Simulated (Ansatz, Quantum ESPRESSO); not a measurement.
# MoSi2N4, 1 layer: the gap on the mesh at a withheld member of a series

Method. Quantum ESPRESSO 7.5, PBE, SG15 norm-conserving. Cell and atoms are relaxed under PBE (GBRV files) and held. Screened hybrids with norm-conserving files, screening 0.106 per bohr, fixed occupations, a 9×9×1 mesh with exchange on 3×3×1 q points. Levels count from the potential in the middle of the vacuum. The series steps the share of short-range exact exchange (0.25 is HSE06, 0 is PBE).

| share of short-range exact exchange | gap on the mesh (eV) |
| --- | --- |
| 0 | 1.990 |
| 0.1 | 2.232 |
| 0.15 | 2.355 |
| 0.2 | 2.481 |
| 0.25 | 2.607 |
| 0.3 | 2.736 |

One more run was made and is withheld. What is the gap on the mesh at 0.4?

**Worked estimate.** The rows at 0.25 and 0.3 give a slope of (2.736 − (2.607))/(0.3 − (0.25)) = 2.58, so a straight line gives 2.994 eV. A parabola through these and the row at 0.2 gives 3.003 eV.

**Check.** 2.997 eV. The line misses by −0.003 and the parabola by +0.006 eV. Both misses are under 5 % of the step from the nearer row.

Caveats: Gaps are those of the mesh; no spin-orbit coupling; the q mesh was not tested; the geometry stays that of PBE.
